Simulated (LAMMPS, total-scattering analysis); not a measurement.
**Worked example: from partials to totals in liquid fluorobenzene**

A simulated model of liquid fluorobenzene at 280 K, fixed volume, from classical molecular dynamics (LAMMPS): MMFF94-type bonds, angles, torsions and radii, charges as in the data file (Halgren, J. Comput. Chem. 17, 490 (1996)) in harmonic and 12-6 forms. The average runs over 8.0 ps of 768 atoms. It is a liquid; how it was made: 64 fluorobenzene placed at random, at 1.02 g/cm^3. Atom fractions F 0.0833, C 0.5000, H 0.4167; masses F 18.998, C 12.011, H 1.008 u; density 1.0200 g/cm³; coherent lengths F 5.654, C 6.6472, H 6.6681 fm (H as D). Faber–Ziman partials at a few Q:

| Q (Å⁻¹) | S C–C | S C–H | S F–C | S H–H | S F–H | S F–F |
| --- | --- | --- | --- | --- | --- | --- |
| 1.40 | 4.799 | 1.136 | 1.045 | -0.204 | -0.264 | 0.604 |
| 3.50 | 0.643 | 1.049 | 1.231 | 1.273 | 1.024 | 0.494 |
| 3.70 | 0.434 | 1.277 | 1.245 | 0.982 | 0.613 | 1.000 |

The pair function g(CC), r in Å, every 0.06 Å up to its first minimum: 1.29 0.10, 1.35 13.54, 1.41 21.81, 1.47 0.66.

**Tasks.** (a) The number density. (b) The neutron weights. (c) The neutron S(Q) at the listed Q. (d) The number of C around C.

(a) The mean mass is 0.0833×18.998 + 0.5000×12.011 + 0.4167×1.008 = 8.008 u, so ρ₀ = 1.0200/(8.008 × 1.66054) = 0.07670 Å⁻³.

(b) ⟨b⟩ = 0.0833×5.654 + 0.5000×6.6472 + 0.4167×6.6681 = 6.573 fm. The weight of a pair is ci cj bi bj (2 − δij)/⟨b⟩²: C–C 0.256, C–H 0.427, F–C 0.072, H–H 0.179, F–H 0.061, F–F 0.005; they sum to 1.000.

(c) S = 1 + Σ w (Sij − 1). At 1.40 Å⁻¹: 1 + 0.971 + 0.058 + 0.003 − 0.215 − 0.077 − 0.002 = 1.738; C–C pushes up most; H–H pulls down most. At 3.50 Å⁻¹: 1 − 0.091 + 0.021 + 0.017 + 0.049 + 0.001 − 0.003 = 0.994; H–H pushes up most; C–C pulls down most. At 3.70 Å⁻¹: 1 − 0.145 + 0.118 + 0.018 − 0.003 − 0.023 + 0.000 = 0.965; C–H pushes up most; C–C pulls down most.

(d) n = 4πρ₀ c(C) Σ r² g Δr. The sum Σ r² g over the listed points is 69.6 Å², so n = 4π × 0.07670 × 0.5000 × 69.6 × 0.06 = 2.01; counting pairs in the frames up to 1.78 Å gives 2.00.
